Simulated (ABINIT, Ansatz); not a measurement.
# A GW chain in ABINIT: Te (P3_121), part 3 of 3

Aim: the G0W0 gap of Te (P3_121) on PBE, step by step.

ABINIT 10.8.3; PBE and many-body steps on it, plane waves. Known limits of the many-body steps: not at the basis limit; model gap, bands may invert with spin-orbit coupling; screening runs away on this mesh; no spin-orbit coupling; coarse k mesh.

So far. Step 4 (Empty states on the mesh, 3×3×2 mesh, 759 bands): On this mesh the gap is 0.182 eV. Step 5 (Screening, 3×3×2 mesh, 691 bands, screening to 272.1 eV): Local fields lower ε∞ by 19 %. The value itself is an artefact of the mesh, where one narrow direct gap carries too much weight.

### 6. Self-energy, 3×3×2 mesh, 691 bands, screening to 272.1 eV

The self-energy is evaluated for the states that the input lists, and the levels follow from it, in one-shot runs by the linearised quasiparticle equation.

This step: G0W0 on PBE, plane waves, norm-conserving pseudopotentials.

Input file run.abi:

```
acell 3*1.0 Angstrom
rprim 
  4.457199999972 0.000000000006 0.000000000000
  -2.228599999992 3.860048429721 0.000000000000
  0.000000000000 0.000000000000 5.929000000000
ntypat 1
znucl 52
natom 3
typat 1 1 1
xred 
  0.263300000000 0.000000000000 0.333333333333
  0.000000000000 0.263300000000 0.666666666667
  0.736700000000 0.736700000000 -0.000000000000
pp_dirpath "pseudos"
pseudos "Te.upf"
ecut 39
ngkpt 3 3 2
nshiftk 1
shiftk 0 0 0
kptopt 1
chksymbreak 0
istwfk *1
occopt 1
irdwfk 1
optdriver 4
nband 691
gwcalctyp 0
ecutsigx 39
symsigma 1
nkptgw 2
kptgw 
  0.3333333333 0.3333333333 0.5000000000
  0.0000000000 0.0000000000 0.0000000000
bdgw 
  35 39
  34 38
ecuteps 10
irdscr 1
ppmodel 1
indata_prefix "in"
outdata_prefix "out"
tmpdata_prefix "tmp"
```

The run is started by

```bash
> OMP_NUM_THREADS=1 mpirun -n 16 abinit run.abi > log
```

Numbers of over 12 decimals in the logs are rounded to 6 here.

The program printed:

```text
.Version 10.8.3 of ABINIT. v10.8.2 released Aug 2026.

 Symmetries : space group P3_1 2 1 (#152); Bravais hP (primitive hexag.)
[... echo of the input left out ...]
== DATASET  1 ==================================================================
-   mpi_nproc: 16, omp_nthreads: 1 (-1 if OMP is not activated)

--- !DatasetInfo
iteration_state: {dtset: 1, }
dimensions: {natom: 3, nkpt: 6, mband: 691, nsppol: 1, nspinor: 1, nspden: 1, mpw: 8029, }
cutoff_energies: {ecut:  39.0, pawecutdg:  -1.0, }
electrons: {nelect:   7.20000000E+01, charge:   0.00000000E+00, occopt:   1.00000000E+00, tsmear:   1.00000000E-02, }

 SIGMA: Calculation of the GW corrections

 Based on a program developped by R.W. Godby, V. Olevano, G. Onida, and L. Reining.
 Incorporated in ABINIT by V. Olevano, G.-M. Rignanese, and M. Torrent.
.Using double precision arithmetic ; gwpc =  8

[... cell and pseudopotentials left out ...]
--------------------------------------------------------------------------------

 ==== K-mesh for the wavefunctions ====
 Number of points in the irreducible wedge :     6
[... list of points left out ...]
 Together with  6 symmetry operations and time-reversal symmetry
 yields    18 points in the full Brillouin Zone.

 ==== Q-mesh for screening function ====
 Number of points in the irreducible wedge :     6
[... list of points left out ...]
 Together with  6 symmetry operations and time-reversal symmetry
 yields    18 points in the full Brillouin Zone.

 vcoul_init : cutoff-mode = AUXILIARY_FUNCTION
 q-points for optical limit:   1
     1)      0.000010    0.000020    0.000030
 setmesh: FFT mesh size selected  =    45x   45x   72
          total number of points  =       145800

 Number of electrons calculated from density =   72.0000; Expected =   72.0000
 average of density, n =  0.104592
 r_s =    1.3167
 omega_plasma =   31.1965 [eV]

 === KS Band Gaps ===
  >>>> For spin  1
   Minimum direct gap =   0.1818 [eV], located at k-point      :   0.3333  0.3333  0.5000
   Fundamental gap    =   0.1818 [eV], Top of valence bands at :   0.3333  0.3333  0.5000
                                       Bottom of conduction at :   0.3333  0.3333  0.5000
 SIGMA fundamental parameters:
 PLASMON POLE MODEL  1
 number of plane-waves for SigmaX                 8029
 number of plane-waves for SigmaC and W           1005
 number of plane-waves for wavefunctions          8029
 number of bands                                   691
 number of independent spin polarizations            1
 number of spinorial components                      1
 number of k-points in IBZ                           6
 number of q-points in IBZ                           6
 number of symmetry operations                       6
 number of k-points in BZ                           18
 number of q-points in BZ                           18
 number of frequencies for dSigma/dE                 9
 frequency step for dSigma/dE [eV]                0.25
 number of omega for Sigma on real axis              0
 max omega for Sigma on real axis  [eV]           0.00
 zcut for avoiding poles [eV]                     0.10

 EPSILON^-1 parameters (SCR file):
 dimension of the eps^-1 matrix on file           1005
 dimension of the eps^-1 matrix used              1005
 number of plane-waves for wavefunctions          8029
 number of bands                                   691
 number of q-points in IBZ                           6
 number of frequencies                               2
 number of real frequencies                          1
 number of imag frequencies                          1

 matrix elements of self-energy operator (all in [eV])

 Perturbative Calculation

--- !SelfEnergy_ee
iteration_state: {dtset: 1, }
kpoint     : [   0.333,    0.333,    0.500, ]
spin       : 1
KS_gap     :    0.182
QP_gap     :    0.465
Delta_QP_KS:    0.283
data: !SigmaeeData |
     Band     E0 <VxcDFT>   SigX SigC(E0)      Z dSigC/dE  Sig(E)    E-E0       E
       35   6.789 -13.358 -14.464   0.494   0.789  -0.267 -13.841  -0.483   6.306
       36   6.789 -13.358 -14.464   0.494   0.789  -0.267 -13.841  -0.483   6.306
       37   6.970 -12.734  -9.278  -3.709   0.791  -0.264 -12.934  -0.200   6.771
       38   8.255 -12.751  -9.028  -3.966   0.790  -0.266 -12.943  -0.192   8.063
       39   8.255 -12.751  -9.028  -3.966   0.790  -0.266 -12.943  -0.192   8.063

--- !SelfEnergy_ee
iteration_state: {dtset: 1, }
kpoint     : [   0.000,    0.000,    0.000, ]
spin       : 1
KS_gap     :    1.788
QP_gap     :    2.151
Delta_QP_KS:    0.363
data: !SigmaeeData |
     Band     E0 <VxcDFT>   SigX SigC(E0)      Z dSigC/dE  Sig(E)    E-E0       E
       34   5.149 -12.231 -14.293   1.343   0.782  -0.279 -12.793  -0.562   4.588
       35   5.149 -12.231 -14.293   1.343   0.782  -0.279 -12.793  -0.562   4.588
       36   6.054 -12.584 -14.420   1.128   0.785  -0.275 -13.140  -0.556   5.498
       37   7.841 -13.079  -9.444  -3.880   0.787  -0.271 -13.272  -0.193   7.648
       38   7.841 -13.079  -9.444  -3.880   0.787  -0.271 -13.272  -0.193   7.648

== END DATASET(S) ==============================================================
================================================================================

 -outvars: echo values of variables after computation  --------
           etotal      0.0000000000E+00
            nband         691
             nkpt           6
          spgroup         152
 [... the other variables as echoed above ...]

 Calculation completed.
```

It took 2.2 min on 16 MPI ranks of Arm Neoverse V2, shared host; peak memory 11 GiB.

This step gave:

| Property | Result |
| --- | --- |
| G0W0 gap on the points computed | 0.4650 eV |
| starting gap on the mesh | 0.1818 eV |
| k of the valence top | 0.3333, 0.3333, 0.5 |
| k of the conduction bottom | 0.3333, 0.3333, 0.5 |
| Z at the valence top | 0.789 |
| Z at the conduction bottom | 0.791 |
| least direct G0W0 gap on the computed points | 0.4650 eV |

The gap on the mesh goes from 0.18 eV to 0.46 eV, a correction of +0.28 eV.

Limits: finite bands, cutoff and mesh; model gap, bands may invert with spin-orbit coupling; no spin-orbit coupling; coarse k mesh. v1 is the top filled band, c1 the lowest empty one. Levels before and after the correction, in eV, zero at the valence-band top of each column:

```
           conduction bottom  valence top
Kohn-Sham               0.18         0.00
     G0W0               0.47         0.00
```

```
                             level  energy (eV)
Kohn-Sham  (0.333 0.333 0.5) v2-v1        0.000
Kohn-Sham     (0.333 0.333 0.5) c1        0.182
Kohn-Sham  (0.333 0.333 0.5) c2-c3        1.466
     G0W0  (0.333 0.333 0.5) v2-v1        0.000
     G0W0     (0.333 0.333 0.5) c1        0.465
     G0W0  (0.333 0.333 0.5) c2-c3        1.757
```

### 7. Where the time went

Times are wall times on the hardware named with each run, good to a factor of about two.

```
                          step     time  share  memory (GiB)
                  ground state     16 s    2 %          0.94
bands along the symmetry lines     21 s    2 %           1.3
      empty states on the mesh    7 min   42 %           1.2
                     screening  6.7 min   40 %           8.8
                   self-energy  2.2 min   14 %            11
```

### 8. What came out

| Quantity | Value |
| --- | --- |
| PBE gap | 0.18 eV, direct |
| G0W0 gap on the mesh | 0.46 eV |
| GW settings | 3×3×2 mesh, 691 bands, screening to 272.1 eV, Godby-Needs plasmon pole |
| known limits | not at the basis limit; model gap, bands may invert with spin-orbit coupling; screening runs away on this mesh; no spin-orbit coupling; coarse k mesh |

In words: G0W0 moves the gap on the mesh from 0.18 eV to 0.46 eV (+0.28 eV), with Z of 0.79 and 0.79 at the edges. Local fields lower the RPA ε∞ on this mesh from 1747.09 to 1408.38; a Γ-centred mesh this coarse tends to raise both, most where the direct gap is narrow, while a short band sum lowers them. Only 2 of the mesh's irreducible points were corrected, so a valley elsewhere could overtake. Bands and cutoff are finite, so the gap is not at the basis limit. The miss can reach some tenths of an eV and take either sign; the mesh is an error of its own. In the G0W0 run levels were corrected at 2 k points alone, so a gap called «on the mesh» is the least over those, and an edge elsewhere would be missed. The 3×3×2 mesh is coarse for this cell, which bears on the long-range parts of exchange and screening. With atoms this heavy and so narrow a gap, spin-orbit coupling can invert the bands. These scalar-relativistic gaps are then model values, not to be set against experiment, and a spin-orbit change taken from DFT can't simply be added. On this mesh the RPA ε∞ passes 90, more than nearly any semiconductor shows; a coarse mesh does this where one point with a narrow direct gap carries much weight. The screening is then too strong, and the G0W0 gap should not be taken as the material's.

[Paths, hosts, dates, memory and timing lines, banners, echoed tables and standing remarks are left out of the program output.]

[Logs are printed without paths, hosts, clocks, repeated set-up lines and the standing remarks that a program may print on its own settings, such as how far it seeks lower states.]

[Runs of the session that timed out or met a known fault of the program may be left out.]

[Hosts, paths, dates, database ids (printed as entryN), source tags and the programs' standing remarks are cut or masked in the printed files.]

[G0W0 gaps are taken among the corrected bands and points alone; a level outside them can change the order at an edge.]

[Where Ansatz stands beside ABINIT at settings called matched, ABINIT's density can come from a denser mesh and the files from another edition; pairs whose starting gaps differed by over 0.03 eV were left out, so agreement reads better than it is.]
